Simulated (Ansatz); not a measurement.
# Lattice dynamics of SnSe2 monolayer (2H), part 2 of 2

Wanted: phonon frequencies of SnSe2 monolayer (2H) and what follows from them.

Ansatz 0.2.0; DFT PBE, scalar-relativistic, plane waves, PAW; PAW set soft_1.

So far. Step 4 (Tight relaxation): The largest force component left is 0.28 meV/Å, within the tolerances set.

## (5) Modes at Γ

The zone centre comes first: it holds the modes that light can see, as far as symmetry allows. No field response is asked, and the gap on the mesh is small against the smearing.

The input, input.yaml:

```yaml
crystal:
  lattice:
    - [3.7941949, 0.0, 0.0]
    - [-1.89709745, 3.2858691703, 0.0]
    - [0.0, 0.0, 30.46]
  atoms:
    - { symbol: Sn, position: [0.3333333333, 0.6666666667, 0.3282994091] }
    - { symbol: Se, position: [0.6666666667, 0.3333333333, 0.384945277] }
    - { symbol: Se, position: [0.6666666667, 0.3333333333, 0.2716535412] }
  periodic: [true, true, false]
kpoints:
  mp_grid: { grid: [12, 12, 1] }
hamiltonian:
  xc: pbe
  pseudopotentials: { kind: paw, azcp: { folder: soft_1 } }
scf:
  occupations: { method: gaussian, width: 0.1 }
output:
  eigenvalues: true
phonons:
  method: dfpt
```

On the command line:

```bash
$ ansatz run input.yaml --threads 4 --pin off --max-ram 16384MiB --backend cpu --events-out ev --progress --plain --runs-dir out
```

Numbers of over 12 decimals in the logs are rounded to 6 here.

The log of the run:

```text
Warning: crystal.symmetry: narrowed to the stabiliser of the run's FFT grids — unitary ops 12 → 6. A phonons.method: dfpt run fills in the rows of the dynamical matrix that it does not solve by its symmetry operations, which is exact only for operations that map its FFT grids onto themselves: filled in by any other, the frequencies could depend on the order in which like atoms are typed, or, by more than the grids' own error, on where the crystal sits among the grids' points. Excluded: 6 operations. The run can therefore solve more perturbations, solve them on more k-points, or both, and cost more. [rest of the remark cut]
[...]
Crystal: 3 atoms, lattice volume = 379.752 Å³
Basis set: ecut = 420 eV, 7445 PW (Γ), exchange–correlation on 54×54×432 points (8 copies of the dense FFT grid, shifted against one another)
Bands: 28, of which v1, the nominal top of the filled ones, is band 23 counted from 1 (22 counted from 0)
Symmetry: 12 space group operations
k-points: 43 of 144 (irreducible under 2 space group operations, time reversal used)
[...]
SCF iter  11: F=-16962.695869 eV  HF=-16962.695869 eV  |F-HF|=1.46e-11  |Δ(HF+E_count)|=  1.49e-10  Δρ=8.87e-9  dr2=6.06e-13  ethr=1.00e-12  ⟨swp⟩=19.1  Hψ=8375  notcnv=0
SCF 1 converged in 11 iterations: F = -16962.695869 eV  dr2 = 6.06e-13
[...]
DFPT response loops at Γ: preconditioner auto → none (partly filled bands, converged f_vac=0.765); β = 0.50; Broyden in place of MSR1
SCF converged after 11 iterations
Free energy (F): -16962.695869 eV
[...]
Internal energy: -16962.692433 eV  (E = F + TS)
E sigma→0 (E₀):  -16962.694151 eV
Entropy (-TS):   -0.003436 eV (-1.145 meV/atom)
Fermi energy:    -5.630714 eV
[...]
--- Band table (eV; the first three rows and the last of 43) ---
  k-point 0: bands = [... 19 lower, -6.4592, -6.4592, -5.6543, -5.6543, -5.1513, -2.1124, -1.5615, -1.5615, ... 1 higher]
  k-point 1: bands = [... 19 lower, -7.1121, -6.5941, -6.0575, -5.7092, -4.6856, -1.8724 (-1.8724°), -1.7108 (-1.7108°), -1.4129, ... 1 higher]
  k-point 2: bands = [... 19 lower, -7.4919, -6.9208, -6.6825, -5.8522, -4.3392, -2.3351, -1.0983 (-1.0982°), -1.0459, ... 1 higher]
  k-point 42: bands = [... 19 lower, -9.2137, -9.0609, -7.3834, -6.1420, -4.7240, -2.8040, -0.7210, -0.1937, ... 1 higher]
  ° read free of the cell's end (the report's vacuum.weakly_bound_levels)
--- Phonons (Γ-DFPT): 6 representative perturbations + reference, on 43 of 144 k-points (Σ response iterations 23) ---
  ASR residual: 1.059e-4 → 0.000e0 eV/Å²; symmetrization residual: 5.053e-5 eV/Å²
  The last average, over the group as it would stand without the narrowing to the FFT grids, took up to 8.089e-6 eV/Å² of the zone centre's force constants
  ASR residual per site (eV/Å²): 1.06e-4 1.66e-6 4.11e-5
  Γ frequencies (cm⁻¹): -85.33 -85.33 0.00 0.00 0.00 130.19 130.19 199.13 229.71
  non-analytic LO–TO correction: not included (Born effective charges unavailable; polar crystals: no LO–TO splitting at Γ)
```

Elapsed: 1.7 min, on 4 threads of Arm Neoverse V1, shared host; peak memory 1.8 GiB.

This step gave:

| Quantity | Value |
| --- | --- |
| sum-rule residual before enforcement | 1.06e-4 eV/Å² |
| point group | -6m2 |
| highest optical mode at the zone centre (no LO-TO term) | 229.7 cm⁻¹ |
| lowest optical zone-centre mode | -85.33 cm⁻¹ |

Without the LO-TO term. Patterns of degenerate modes are one choice out of their space. The modes at Γ (shares of kinetic energy by element, %) (negative means imaginary):

```tsv
mode	frequency (cm⁻¹)	symmetry	Sn %	Se %
1	-85.3	E''	0	100
2	-85.3	E''	0	100
3	0.0	acoustic	43	57
4	0.0	acoustic	43	57
5	0.0	acoustic	43	57
6	130.2	E'	57	43
7	130.2	E'	57	43
8	199.1	A1'	0	100
9	229.7	A2''	57	43
```

Displacements in mode 1 (-85.3 cm⁻¹), the largest set to 1:
```
Sn1  0.00  0.00  0.00
Se2  0.09  1.00  0.00
Se3 -0.09 -1.00  0.00
```

Displacements in mode 6 (130.2 cm⁻¹), the largest set to 1:
```
Sn1  0.00  1.00  0.00
Se2  0.00 -0.75  0.00
Se3  0.00 -0.75  0.00
```

Before it was imposed, the acoustic sum rule was missed by 1.1e-4 eV/Å². Small misses are needed for a sound result but don't prove that mesh and cutoff are converged. The lowest optical mode is imaginary, 85.3i cm⁻¹, so the energy falls along it.

## (6) The dispersion

Stability and thermal properties need the whole zone. Linear response on a 3×3×1 q mesh gives force constants as far as a supercell of that size would.

Changes to input.yaml since step 5:

```diff
@@ -21 +21,10 @@
   method: dfpt
+  qmesh: [3, 3, 1]
+  temperatures: { t_max: 1000, t_step: 50 }
+  qpath:
+    path:
+      - [0.0, 0.0, 0.0]
+      - [0.5, 0.0, 0.0]
+      - [0.33333333, 0.33333333, 0.0]
+      - [0.0, 0.0, 0.0]
+    npoints: 10
```

The log of the run:

```text
[...]
Crystal: 3 atoms, lattice volume = 379.752 Å³
Basis set: ecut = 420 eV, 7445 PW (Γ), exchange–correlation on 54×54×432 points (8 copies of the dense FFT grid, shifted against one another)
Bands: 28, of which v1, the nominal top of the filled ones, is band 23 counted from 1 (22 counted from 0)
Symmetry: 12 space group operations
k-points: 19 of 144 (irreducible under 6 space group operations, time reversal used)
[...]
SCF iter  11: F=-16962.695869 eV  HF=-16962.695869 eV  |F-HF|=9.46e-11  |Δ(HF+E_count)|=  1.67e-10  Δρ=9.18e-9  dr2=4.89e-13  ethr=1.00e-12  ⟨swp⟩=18.7  Hψ=3781  notcnv=0
SCF 1 converged in 11 iterations: F = -16962.695869 eV  dr2 = 4.89e-13
[...]
NSCF: frozen V_eff on 19 k-points
WARN: eigensolver did not converge in 19 slots of this pass, the one above among them; of largest residual over every band (k=16): 1 band(s) unlocked (lowest unlocked band 27, counted from 0; max residual 4.32e-2 eV among the unlocked bands, 4.32e-2 eV over every band); of lowest unlocked band (k=0): band 27
[...]
DFPT response loops at q = (0, 0, 0) (fractional): preconditioner auto → none (partly filled bands, converged f_vac=0.765); β = 0.50; Broyden in place of MSR1
[...]
SCF converged after 11 iterations
Free energy (F): -16962.695869 eV
[...]
Internal energy: -16962.692433 eV  (E = F + TS)
E sigma→0 (E₀):  -16962.694151 eV
Entropy (-TS):   -0.003436 eV (-1.145 meV/atom)
Fermi energy:    -5.630714 eV
[...]
--- Band table (eV; the first three rows and the last of 19) ---
  k-point 0: bands = [... 19 lower, -6.4592, -6.4592, -5.6543, -5.6543, -5.1513, -2.1124, -1.5615, -1.5615, ... 1 higher]
  k-point 1: bands = [... 19 lower, -7.1121, -6.5941, -6.0575, -5.7092, -4.6856, -1.8724 (-1.8724°), -1.7108 (-1.7108°), -1.4129, ... 1 higher]
  k-point 2: bands = [... 19 lower, -7.4919, -6.9208, -6.6825, -5.8522, -4.3392, -2.3351, -1.0983 (-1.0982°), -1.0459, ... 1 higher]
  k-point 18: bands = [... 19 lower, -9.2776, -8.9907, -7.9517, -5.9865, -4.8199, -3.2363, 0.0239, 0.1388, ... 1 higher]
  ° read free of the cell's end (the report's vacuum.weakly_bound_levels)
--- Phonons (Γ-DFPT): 6 representative perturbations + reference (Σ response iterations 22) ---
  ASR residual: 9.234e-5 → 0.000e0 eV/Å²; symmetrization residual: 2.965e-5 eV/Å²
[...]
ASR residual per site (eV/Å²): 9.23e-5 1.13e-5 2.31e-5
  Γ frequencies (cm⁻¹): -85.33 -85.33 0.00 0.00 0.00 130.19 130.19 199.13 229.71
--- Phonons (arbitrary-q DFPT): 3 irreducible q on the 3×3×1 mesh ---
  q = [0.0000, 0.0000, 0.0000] (star 1, of the zone-centre solve; hermiticity 4.51e-6, symmetrization 4.15e-12, taken by the last average 4.78e-7): -85.33 -85.33 -0.00 0.00 0.00 130.19 130.19 199.13 229.71
  q = [0.0000, 0.3333, 0.0000] (star 6, 9 solved perturbations on 78 of 144 k-point pairs; hermiticity 3.45e-6, symmetrization 4.27e-10, taken by the last average 1.25e-6): -66.83 11.87 62.47 104.33 121.47 130.50 163.22 163.72 205.78
  q = [0.3333, 0.3333, 0.0000] (star 2, 6 solved perturbations in 327 linear systems a pass and spin channel, the states on 78 of 144 k-point pairs; hermiticity 4.40e-6, symmetrization 7.29e-7, taken by the last average 1.72e-6): 40.61 102.33 108.53 112.71 117.88 130.90 139.86 150.08 201.61
  sum rule: each row above includes the acoustic sum rule's correction from the zone centre's row sums; it moved no ω² by more than (0.46 cm⁻¹)²
  mesh force constants: q→R imaginary residual 0.00e0; ASR residual 9.234e-5 → 0.000e0 eV/Å²; symmetrization residual 7.994e-15 eV/Å²
  interpolated dispersion: 31 rows × 9 modes
  density of states and harmonic sums: on the 21×21×1 q-mesh, interpolated from the force constants of a 3×3×1 supercell (no non-analytic term)
  largest difference from the sums on the solved wave vectors: F 3.11e-2 eV, S 3.49e-5 and C_V 3.56e-6 eV/K
  zero-point energy: 0.059967 eV/cell   skipped modes (ω ≤ 0): 62, of them read as no rigid motion or as one in doubt: 59 (1.202e0 modes/cell left out, lowest -85.33 cm⁻¹)   left out of the sums: 1.34e-1 of the cell's modes: C_V's classical limit lies that fraction below 3 k_B per atom; for a crystal, a wire or a layer, F and S can be off by more, and a phonons.interpolated_qmesh denser along its periods is the remedy for the sampling
```

Wall time 7.5 min (4 threads); peak memory 2.3 GiB; 29 min of CPU time.

Numbers from this step:

* sum-rule residual before enforcement: 9.23e-5 eV/Å²
* lowest frequency on the path: -85.33 cm⁻¹
* highest frequency on the path or at a solved wavevector: 229.7 cm⁻¹
* lowest mode on the q mesh (acoustic modes at Γ apart): -85.33 cm⁻¹

Frequencies (cm⁻¹) solved at each irreducible wavevector; negative means imaginary. Frequencies by wavevector, by row:

```tsv
q in reciprocal lattice units	star	mode 1	mode 2	mode 3	mode 4	mode 5	mode 6	mode 7	mode 8	mode 9
0 0 0	1	-85.3	-85.3	0	0	0	130.2	130.2	199.1	229.7
0 0.3333 0	6	-66.8	11.9	62.5	104.3	121.5	130.5	163.2	163.7	205.8
0.3333 0.3333 0	2	40.6	102.3	108.5	112.7	117.9	130.9	139.9	150.1	201.6
```

Interpolated from a 3×3×1 q mesh, without the LO-TO term. Phonon branches along the path, in cm⁻¹:

```tsv
point	branch 1	branch 2	branch 3	branch 4	branch 5	branch 6	branch 7	branch 8	branch 9
Γ	-85	-85	0	0	0	130	130	199	230
halfway	-74	-24	53	74	96	132	158	186	203
M	-57	27	69	124	128	145	151	159	209
halfway	-30	65	87	118	133	136	148	153	205
K	41	102	108	113	118	131	140	150	202
halfway	-66	24	66	84	103	136	159	174	203
Γ	-85	-85	0	0	0	130	130	199	230
```

The phonon branches as a text plot (rows in cm⁻¹):

```
    223 |*****                                             ******
    210 |     **    *****************          *****     **
    197 |***********                 **********     *************
    184 |         **
    171 |           **                              **
    158 |       ********************         ************
    144 |     **        ****************************     ****
    131 |**************************************     *************
    118 |           **  ****************************
    105 |             **             ********  *******
     92 |         ****             ** **   *******    ***
     79 |       ****            *** **       **   ****
     66 |     **    ************   *           ***  *******
     53 |       ****              *                   ***  **
     39 |   ******             ***    *******     **     **
     26 | ******        *******      *              **     *****
     13 | ****        **                                     ***
      0 |*                                                      *
    -13 |           **              *        **
    -26 |         **               *                  ***
    -39 |       **                *            ***
    -52 |     **          ********                **     **
    -66 |           ******                          **     **
    -79 |***********                                  ***********
         Γ                   M           K                      Γ
```

Tetrahedra on a 21×21×1 mesh, mean over bins of 5 cm-1. Interpolated from a 3×3×1 q mesh. Table of phonon density of states by wavenumber; read off at these points:

wavenumber (cm⁻¹), phonon density of states (1/cm⁻¹/cell) and a bar:
```
      -88      0.001 
      -72      0.020 #####
      -58      0.029 ######
      -42      0.013 ###
      -28      0.009 ##
      -12      0.004 #
        2      0.005 #
       18      0.014 ###
       32      0.025 ######
       48      0.022 #####
       62      0.031 #######
       68      0.045 ##########
       82      0.028 ######
       98      0.025 #####
      112      0.050 ###########
      128      0.064 ##############
      132      0.135 ##############################
      142      0.073 ################
      148      0.083 ##################
      158      0.075 #################
      172      0.008 ##
      188      0.006 #
      202      0.118 ##########################
      218      0.005 #
      232      0.000
```

The partial phonon density of states has structure finer than the step of the table below, so its rows give means over 10 cm⁻¹, whole bins alone (the curve runs from -95.3 to 247 cm⁻¹). Peaks (cm⁻¹: height): Se -56.6: 0.0271, 117.6: 0.0462, 132.6: 0.0677, 145.5: 0.0549, 203.6: 0.0906; Sn 27.2: 0.0158, 48.8: 0.0145, 68.1: 0.0204, 132.6: 0.0536, 145.5: 0.0292, 160.6: 0.0394, 205.7: 0.0256.

Phonopy on the run's constants, 17x17x1 mesh, Gaussian sigma 2.4 cm-1. Interpolated from a 3×3×1 q mesh. The partial phonon density of states by wavenumber; means over each step; values in 1/cm⁻¹/cell:

```tsv
wavenumber (cm⁻¹)	Se	Sn
-90	0.00282	8.5e-7
-80	0.0190	7.8e-5
-70	0.0209	4.3e-4
-60	0.0229	0.00114
-50	0.0161	0.00206
-40	0.00808	0.00228
-30	0.00818	0.00349
-20	0.00317	0.00206
-10	0.00578	0.00437
0	7.8e-4	5.8e-4
10	0.00253	0.00222
20	0.00970	0.00964
30	0.0129	0.0141
40	0.0112	0.0101
50	0.0142	0.0109
60	0.0167	0.0123
70	0.0223	0.0173
80	0.0187	0.0123
90	0.0169	0.00875
100	0.0173	0.00713
110	0.0315	0.00612
120	0.0417	0.00679
130	0.0552	0.0392
140	0.0430	0.0273
150	0.0411	0.0257
160	0.0343	0.0330
170	0.00781	0.00608
180	0.00403	0.00340
190	0.00306	0.00243
200	0.0534	0.0125
210	0.0318	0.0128
220	0.00205	0.00250
230	8.8e-4	0.00115
240	5.1e-6	7.8e-6
```

Symmetry leaves 3 wavevectors to solve. The lowest mode among them, the acoustic zeros apart, lies at Γ and is imaginary, 85.3i cm⁻¹, so the energy falls along it.

## (7) Isotope substitution, element Se, natural mass 78.971 amu

An isotope changes the mass and not the force constants, so no new electronic calculation is needed; the shifts show which modes move this element.

The same force constants with the mass of Se changed from 78.971 to 81.917 u (phonopy, no LO-TO term). Both lists are sorted by frequency; levels can cross, so a row need not hold one and the same mode. Modes under 3 cm⁻¹ are left out. Isotope shifts, by row:

```tsv
q	rank	natural mass (cm⁻¹)	changed mass (cm⁻¹)
0 0 0	1	-85.33	-83.78
0 0 0	2	-85.33	-83.78
0 0 0	6	130.2	129.2
0 0 0	7	130.2	129.2
0 0 0	8	199.1	195.5
0 0 0	9	229.7	227.9
0 0.3333 0	1	-66.83	-65.61
0 0.3333 0	2	11.86	11.77
0 0.3333 0	3	62.47	61.87
0 0.3333 0	4	104.3	102.5
0 0.3333 0	5	121.5	119.9
0 0.3333 0	6	130.5	129.4
0 0.3333 0	7	163.2	161.4
0 0.3333 0	8	163.7	162.1
0 0.3333 0	9	205.8	203
0.3333 0.3333 0	1	40.61	40.26
0.3333 0.3333 0	2	102.3	100.5
0.3333 0.3333 0	3	108.5	107.5
0.3333 0.3333 0	4	112.7	112
0.3333 0.3333 0	5	117.9	115.7
0.3333 0.3333 0	6	130.9	128.5
0.3333 0.3333 0	7	139.9	139.3
0.3333 0.3333 0	8	150.1	148.3
0.3333 0.3333 0	9	201.6	198.7
```

A mode of this element alone would shift by -1.81 %. The highest zone-centre frequency without the field goes from 229.7 to 227.9 cm⁻¹ (-0.8 %).

## (8) Isotope substitution, element Sn, natural mass 118.71 amu

The same for Sn, from 118.71 to 123.91 u.

The same force constants with the mass of Sn changed from 118.710 to 123.905 u (phonopy, no LO-TO term). Both lists are sorted by frequency; levels can cross, so a row need not hold one and the same mode. Modes under 3 cm⁻¹ are left out. Isotope shifts, by row:

```tsv
q	rank	natural mass (cm⁻¹)	changed mass (cm⁻¹)
0 0 0	1	-85.33	-85.33
0 0 0	2	-85.33	-85.33
0 0 0	6	130.2	128.6
0 0 0	7	130.2	128.6
0 0 0	8	199.1	199.1
0 0 0	9	229.7	226.9
0 0.3333 0	1	-66.83	-66.83
0 0.3333 0	2	11.86	11.72
0 0.3333 0	3	62.47	61.81
0 0.3333 0	4	104.3	104.3
0 0.3333 0	5	121.5	120.7
0 0.3333 0	6	130.5	129.1
0 0.3333 0	7	163.2	161.9
0 0.3333 0	8	163.7	162.1
0 0.3333 0	9	205.8	204.8
0.3333 0.3333 0	1	40.61	40.14
0.3333 0.3333 0	2	102.3	102.3
0.3333 0.3333 0	3	108.5	107.5
0.3333 0.3333 0	4	112.7	111
0.3333 0.3333 0	5	117.9	117.9
0.3333 0.3333 0	6	130.9	130.9
0.3333 0.3333 0	7	139.9	137.4
0.3333 0.3333 0	8	150.1	149.1
0.3333 0.3333 0	9	201.6	200.8
```

A mode of this element alone would shift by -2.12 %. The highest zone-centre frequency without the field goes from 229.7 to 226.9 cm⁻¹ (-1.2 %).

## (9) Outcome

```json
{
  "space group after relaxation (within 0.01 Å)": "P-6m2",
  "area per atom": "4.16 Å²",
  "gap on the k-mesh": "0.0247 eV",
  "highest optical mode at the zone centre (no LO-TO term)": "230 cm⁻¹",
  "lowest optical zone-centre mode": "-85.3 cm⁻¹",
  "lowest mode on the q mesh (acoustic modes at Γ apart)": "-85.3 cm⁻¹",
  "highest frequency on the path or at a solved wavevector": "230 cm⁻¹",
  "imaginary modes on the 3×3×1 q mesh": "yes"
}
```

In words: Modes are clearly imaginary (beyond 10i cm⁻¹) at 2 of the 3 irreducible wavevectors, most at Γ (85.3i cm⁻¹), so this structure is not a minimum of the energy. The optical modes at Γ span -85 to 230 cm⁻¹ (negative means imaginary). With no gap, or one that is small against the smearing, the frequencies hang on the k mesh and the smearing, most of all near Kohn anomalies. In a sheet or slab the interpolated bending branch near Γ is rough, since the rotational sum rule isn't imposed. A semilocal functional can close a gap that the real compound would have, so the metallic treatment may be an artefact of the level. Spin-orbit coupling is left out, which can matter for the heavy elements here. A phonon run warned that its eigensolver left some bands unconverged in a pass. The starting cell was built on a prototype and not taken from a measurement. These are harmonic frequencies at zero temperature: anharmonic shifts, linewidths and thermal expansion are left out.

[Logs are printed without paths, hosts, clocks, repeated set-up lines and the standing remarks that a program may print on its own settings, such as how far it seeks lower states.]

[Hosts, paths, dates, database ids (printed as entryN), source tags and the programs' standing remarks are cut or masked in the printed files.]
